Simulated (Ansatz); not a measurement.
An input for Ansatz 0.2.0 (P (layered bulk) (P6_3/mmc)):

```yaml
crystal:
  lattice:
    - [3.2086351658, 0.0, 0.0]
    - [-1.6043175829, 2.778759565, 0.0]
    - [0.0, 0.0, 9.9577943118]
  atoms:
    - { symbol: P, position: [0.3333333333, 0.6666666667, 0.3127686762] }
    - { symbol: P, position: [0.6666666667, 0.3333333333, 0.1872313238] }
    - { symbol: P, position: [0.6666666667, 0.3333333333, 0.8127686762] }
    - { symbol: P, position: [0.3333333333, 0.6666666667, 0.6872313238] }
kpoints:
  mp_grid: { grid: [9, 9, 2] }
hamiltonian:
  xc: pbesol
  pseudopotentials: { kind: paw, azcp: { folder: soft_1 }, xc_functional: pbe }
scf:
  occupations: { method: fixed }
gw:
  n_empty_bands: 93
  ecut_chi: 60
  qp_bands: [v2, c2]
  qp_kpoints: band_edges
  screening: { model: contour_deformation }
```

```sh
ansatz run input.yaml --threads 3 --pin off --max-ram 92160MiB --backend cuda --events-out ev --progress --plain --runs-dir out --devices 1 --max-vram 13GiB
```

**Question.** Estimate wall time and host memory on 1 × NVIDIA H100 80GB HBM3 (shared by 6 runs) with 3 threads of AMD EPYC 7R13 (Zen 3), shared host.

It took 18 s; on shared hardware allow 9.1 s to 37 s. Peak host memory was 1.1 GiB. The sizes that set the cost: 1761 plane waves a state, 24 irreducible k points, 103 bands summed, 97 plane waves in the screening and 6 SCF cycles.

The screening grows as filled bands × empty bands × pairs of k points, times the square of the screening basis for the matrix.

[Paths, hosts, dates, memory and timing lines, banners, echoed tables and standing remarks are left out of the program output.]

[Logs are printed without paths, hosts, clocks, repeated set-up lines and the standing remarks that a program may print on its own settings, such as how far it seeks lower states.]

[Runs of the session that timed out or met a known fault of the program may be left out.]

[Cells called generated may have been cut or substituted from an entry of the Crystallography Open Database or the Materials Project.]

[Hosts, paths, dates, database ids (printed as entryN), source tags and the programs' standing remarks are cut or masked in the printed files.]
